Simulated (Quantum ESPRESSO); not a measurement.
# Core-hole calculation of the C K edge in HfC (Fm-3m), part 3 of 3

Aim: the near-edge shape at the C K edge of HfC (Fm-3m), and what the core hole does to it.

Quantum ESPRESSO 7.5; X-ray absorption near-edge structure, plane-wave PAW PBE, one-electron final states by a Lanczos continued fraction.

So far. Step 8 (Spectrum with XCH, C atom 2): Main maxima below 24 eV (height): 5.0 eV (1.57), 10.3 eV (2.30), 11.6 eV (1.66), 16.2 eV (0.63), 20.3 eV (0.48) and 23.6 eV (0.87). A K edge sees empty p states; the first features are C p mixed into the empty d states of the Hf neighbours, and the broad ones above probably into the cations' higher empty bands. Step 8 (Spectrum with XCH, C atom 2): The total-energy difference is 287.91 eV.

The database entry behind the starting cell differs from later determinations by our own check (about 0.2 % long), so it need not match the best structure at ambient conditions.

### Step 9. Another broadening

The final state's lifetime shortens with energy, so measured features broaden above the edge; the saved Lanczos coefficients are redrawn with a width that grows.

Input file xspectra_plot.in:

```
&input_xspectra
   calculation='xanes_dipole', edge='K'
   prefix='x', outdir='tmp', xiabs=2, xe0=15.7955
   xonly_plot=.true., x_save_file='xanes.sav'
   xniter=3000, xcheck_conv=20, xerror=0.005
   xcoordcrys=.false., xepsilon(1)=1, xepsilon(2)=0, xepsilon(3)=0
/
&plot
   xnepoint=413, xemin=-10, xemax=45, terminator=.true., cut_occ_states=.true.
   gamma_mode='variable', gamma_energy(1)=4, gamma_energy(2)=25, gamma_value(1)=0.3, gamma_value(2)=2.5
/
&pseudos
   filecore='../C.wfc'
/
&cut_occ
   cut_desmooth=0.1, cut_stepl=0.05, cut_stepu=0.05, cut_ierror=1e-5
/
6 6 6 0 0 0
```

Run with:

```
OMP_NUM_THREADS=1 xspectra.x -in xspectra_plot.in > xspectra_plot.out
```

What it wrote:

```text
     [... banner and references ...]
Reading input_file
     -------------------------------------------------------------------------

     calculation: xanes_dipole

     xonly_plot: TRUE
        => only the spectrum plot

     main plot parameters:
        cut_occ_states: TRUE
        gamma_mode:  variable
        -> first, constant up to point ( 4.00, 0.30) [eV]
        -> then, linear up to point (25.00, 2.50) [eV]
        -> finally, constant up to xemax
        xemin [eV]: -10.00
        xemax [eV]:  45.00
        xnepoint:  413
[...]
xemin [eV]: -10.00
        xemax [eV]:  45.00
        xnepoint:  413
        energy-dependent broadening parameter:
         -> first, constant up to point ( 4.00, 0.30) [eV]
         -> then, linear up to point (25.00, 2.50) [eV]
         -> finally, constant up to xemax
        Core level energy [eV]:  -284.2
         (from electron binding energy of neutral atoms in X-ray data booklet)

     Cross-section successfully written in xanes.dat

     -------------------------------------------------------------------------
                                END JOB XSpectra
     -------------------------------------------------------------------------
[key lines of the parts left out:]
Fermi level [eV]:  16.1291
```

Elapsed: 5.5 s, on 1 MPI rank of Intel Xeon 6975P-C (Granite Rapids), shared host; peak memory 0.05 GiB.

With a Lorentzian half width 0.3 eV up to 4 eV, rising linearly to 2.5 eV at 25 eV, the maxima are 5.0 eV (1.56) and 10.2 eV (1.76).

### Step 10. Supercell without a hole, the energy reference

The mesh changes for the next run, so it gets a reference energy of its own.

Input file scf.in:

```
&control
   calculation='scf', prefix='x', pseudo_dir='../pp', outdir='tmp', tprnfor=.true.
/
&system
   ibrav=0, nat=12, ntyp=2, nbnd=59
   ecutwfc=46, ecutrho=360
   occupations='smearing', smearing='mv', degauss=0.015
/
&electrons
   conv_thr=1.2e-07, electron_maxstep=120
   mixing_beta=0.5
/
ATOMIC_SPECIES
Hf 1.0 Hf.pbe-spn-kjpaw.UPF
C 1.0 C.pbe-n-kjpaw.UPF
CELL_PARAMETERS angstrom
  2.32500000 4.65000000 2.32500000
  4.65000000 -2.32500000 -2.32500000
  -2.32500000 4.65000000 -2.32500000
ATOMIC_POSITIONS crystal
Hf   0.75000000 0.00000000 0.75000000
Hf   0.25000000 0.33333333 0.91666667
Hf   0.75000000 0.66666667 0.08333333
Hf   0.75000000 0.33333333 0.41666667
Hf   0.25000000 0.66666667 0.58333333
Hf   0.25000000 0.00000000 0.25000000
C    0.00000000 0.00000000 0.00000000
C    0.50000000 0.33333333 0.16666667
C    0.00000000 0.66666667 0.33333333
C    0.00000000 0.33333333 0.66666667
C    0.50000000 0.66666667 0.83333333
C    0.50000000 0.00000000 0.50000000
K_POINTS automatic
1 1 1 0 0 0
```

Run with:

```
OMP_NUM_THREADS=1 mpirun --oversubscribe --bind-to none -np 4 pw.x -in scf.in > scf.out
```

What it wrote:

```text
     [... banner and references ...]
[banner, memory and clock lines left out]
Found identity + ( -0.5000  0.3333  0.1667) symmetry
     This is a supercell, fractional translations are disabled
     using ibrav=0 with symmetry is DISCOURAGED, use correct ibrav instead

     bravais-lattice index     =            0
     lattice parameter (alat)  =      10.7621  a.u.
     unit-cell volume          =    1017.7631 (a.u.)^3
[...]
atom    3 type  1   force =     0.00000254    0.00000526   -0.00000335
[...]
atom   11 type  2   force =     0.00000021    0.00000000   -0.00000021
     atom   12 type  2   force =     0.00000000    0.00000000    0.00000000

     Total force =     0.000019     Total SCF correction =     0.000107
     SCF correction compared to forces is large: reduce conv_thr to get better values

     XML data file, charge density, pseudopotentials, collected wavefunctions
[key lines of the parts left out:]
!    total energy              =   -4288.27202358 Ry
the Fermi energy is    16.7104 ev
convergence has been achieved in  18 iterations
```

The job ended after 14 s (4 MPI ranks; peak memory 0.17 GiB).

The run finished; it serves as a test, and its numbers are not taken as the result.

### Step 11. Supercell with XCH, C atom 2

Another set-up is tried: k mesh of the field to 1×1×1.

Changes to scf.in since step 10:

```diff
@@ -4,3 +4,3 @@
 &system
-   ibrav=0, nat=12, ntyp=2, nbnd=59
+   ibrav=0, nat=12, ntyp=3, nbnd=60
    ecutwfc=46, ecutrho=360
@@ -14,2 +14,3 @@
 Hf 1.0 Hf.pbe-spn-kjpaw.UPF
+C0 1.0 C.pbe-n-kjpaw-1sch.UPF
 C 1.0 C.pbe-n-kjpaw.UPF
@@ -26,3 +27,3 @@
 Hf   0.25000000 0.00000000 0.25000000
-C    0.00000000 0.00000000 0.00000000
+C0   0.00000000 0.00000000 0.00000000
 C    0.50000000 0.33333333 0.16666667
```

What it wrote:

```text
     [... banner and references ...]
[banner, memory and clock lines left out]
using ibrav=0 with symmetry is DISCOURAGED, use correct ibrav instead

     bravais-lattice index     =            0
     lattice parameter (alat)  =      10.7621  a.u.
     unit-cell volume          =    1017.7631 (a.u.)^3
     number of atoms/cell      =           12
     number of atomic types    =            3
     number of electrons       =        97.00
[...]
atom    1 type  1   force =    -0.00439817   -0.06336537   -0.00439817
     atom    2 type  1   force =     0.05387765   -0.00988163   -0.01671835
     atom    3 type  1   force =    -0.05387765    0.00988163    0.01671835
[...]
atom   11 type  3   force =    -0.01280662   -0.00000000    0.01280662
     atom   12 type  3   force =     0.00000000    0.00000000   -0.00000000

     Total force =     0.149127     Total SCF correction =     0.000241

     XML data file, charge density, pseudopotentials, collected wavefunctions
[key lines of the parts left out:]
!    total energy              =   -4292.54627419 Ry
the Fermi energy is    16.6297 ev
convergence has been achieved in  20 iterations
```

Elapsed: 16 s, on 4 MPI ranks; peak memory 0.18 GiB; 64 s of CPU time.

The run finished. A setting was moved off its sound value on purpose, so it serves as a test and not as the result.

The fault put into the input: the field is made at the zone centre alone.

### Step 12. Spectrum with XCH, C atom 2

Another set-up is tried: k mesh of the field to 1×1×1.

Input file xspectra.in:

```
&input_xspectra
   calculation='xanes_dipole', edge='K'
   prefix='x', outdir='tmp', xiabs=2, xe0=16.6297
   xonly_plot=.false., x_save_file='xanes.sav'
   xniter=3000, xcheck_conv=20, xerror=0.005
   xcoordcrys=.false., xepsilon(1)=1, xepsilon(2)=0, xepsilon(3)=0
/
&plot
   xnepoint=413, xemin=-10, xemax=45, terminator=.true., cut_occ_states=.true.
   xgamma=0.4
/
&pseudos
   filecore='../C.wfc'
/
&cut_occ
   cut_desmooth=0.1, cut_stepl=0.05, cut_stepu=0.05, cut_ierror=1e-5
/
4 4 4 0 0 0
```

Run with:

```
OMP_NUM_THREADS=1 mpirun --oversubscribe --bind-to none -np 4 xspectra.x -nk 4 -in xspectra.in > xspectra.out
```

What it wrote:

```text
     [... banner and references ...]
Reading input_file

     calculation: xanes_dipole

     xepsilon  [cartesian coordinates]:   1.000000   0.000000   0.000000

     xonly_plot: FALSE
        => complete calculation: Lanczos + spectrum plot

     filecore (core-wavefunction file): ../C.wfc

     main plot parameters:
        cut_occ_states: TRUE
        gamma_mode:  constant
        -> using xgamma [eV]:  0.40
        xemin [eV]: -10.00
        xemax [eV]:  45.00
        xnepoint:  413
        xe0 [eV]:  16.629700 (energy zero read in input file)

[...]
Results of STEP 1 successfully written in x_save_file
     x_save_file name:
     ->  xanes.sav
     x_save_file version:  2

     ... End STEP 1 ...

     ... Begin STEP 2 ...

     The spectrum is calculated using the following parameters:
        xe0 [eV]:   16.6297
        the occupied states are elimintate from the spectrum
        xemin [eV]: -10.00
        xemax [eV]:  45.00
        xnepoint:  413
        constant broadening parameter [eV]:    0.400
        Core level energy [eV]:  -284.2
         (from electron binding energy of neutral atoms in X-ray data booklet)

     Cross-section successfully written in xanes.dat

     ... End STEP 2 ...

                                END JOB XSpectra
```

It took 63 s on 4 MPI ranks; peak memory 0.2 GiB; 4.2 min of CPU time.

The run finished. A setting was moved off its sound value on purpose, so it serves as a test and not as the result.

The fault put into the input: the field is made at the zone centre alone.

This run also has another mesh (4×4×4 against 6×6×6), so the 20 % r.m.s. difference can't be laid on the changed setting alone. The highest intensity below 16 eV goes from 10.3 eV (2.30) to 9.6 eV (2.27).

```tsv
E (eV)	first run	this run
-2.0	0.05	0.06
-0.5	0.16	0.19
1.0	0.66	0.80
2.5	0.96	1.11
4.0	1.28	1.54
5.5	1.37	0.94
7.0	1.13	1.26
8.5	1.47	1.61
10.0	2.14	2.09
11.5	1.66	1.52
13.0	1.01	0.82
14.5	0.57	0.51
16.0	0.61	0.51
17.5	0.24	0.18
19.0	0.22	0.41
20.5	0.46	0.27
22.0	0.29	0.39
23.5	0.87	0.59
25.0	0.67	1.03
26.5	1.33	1.52
28.0	1.34	1.09
29.5	0.63	0.51
31.0	0.45	0.41
```

### Step 13. With and without the hole

Both curves are counted from their own zero, so only the shift of weight within the empty states shows.

```tsv
E (eV)	no hole	XCH
-2.0	0.05	0.05
-1.0	0.09	0.10
0.0	0.34	0.35
1.0	0.53	0.66
2.0	0.60	0.87
3.0	0.69	1.05
4.0	0.83	1.28
5.0	1.02	1.56
6.0	1.17	1.18
7.0	0.83	1.13
8.0	0.98	1.40
9.0	1.05	1.45
10.0	1.19	2.14
11.0	1.85	1.73
12.0	1.84	1.47
13.0	2.11	1.01
14.0	1.54	0.70
15.0	0.96	0.49
16.0	0.77	0.61
17.0	0.87	0.42
18.0	0.38	0.17
19.0	0.20	0.22
20.0	0.38	0.44
21.0	0.49	0.35
22.0	0.30	0.29
23.0	0.30	0.60
24.0	0.74	0.72
25.0	0.47	0.67
26.0	0.69	1.28
27.0	1.04	1.49
28.0	1.62	1.34
29.0	1.77	0.94
30.0	1.22	0.50
31.0	0.75	0.45
32.0	0.62	0.40
```

With each curve scaled to its own mean, the area from −2 to 6 eV with the hole is 6.5 against 4.7, and the centre of weight from −1 to 20 eV moves by -1.4 eV: the hole pulls the absorber's empty states down.

### Step 14. Summary of results

| Property | Result |
| --- | --- |
| absorber and edge | C K, atom 2 of the ground-state input (counted from 1) |
| surroundings | 6 Hf at 2.32 Å (octahedral, site symmetry m-3m) |
| highest intensity below 16 eV | 10.3 eV above the zero, height 2.30 |
| photon energy of the zero, with the added terms | 281.2 eV (raw 287.9 eV; uncertain by a few eV) |

What this shows: The C K edge of atom 2, with 6 Hf at 2.32 Å (octahedral, site symmetry m-3m), has its highest intensity of the first 16 eV at 10.3 eV above the zero, near 291 eV in photon energy (uncertain by a few eV), 2.3 times the mean level of the first 20 eV (Lorentzian half width 0.4 eV). With each curve scaled to its own mean, the area from −2 to 6 eV with the hole is 6.5 against 4.7, and the centre of weight from −1 to 20 eV moves by -1.4 eV: the hole pulls the absorber's empty states down. The holes are only 5.7 Å apart, so the shape is probably not converged with cell size; no larger cell was run here. The structure is a published determination, not relaxed.

[Banner, clock and machine lines of the logs are left out without a mark of their own.]

[Logs are printed without paths, hosts, clocks, repeated set-up lines and the standing remarks that a program may print on its own settings, such as how far it seeks lower states.]

[Hosts, paths, dates, database ids (printed as entryN), source tags and the programs' standing remarks are cut or masked in the printed files.]

[Lists of maxima count a maximum above −3 eV only where it reaches 4 % of the highest in the window and stands out from its surroundings by 2 % of it (1.5 % where it reaches 55 %); shoulders and weaker maxima are passed over, and of the rest the first, up to two pre-edge ones and the few strongest are named.]
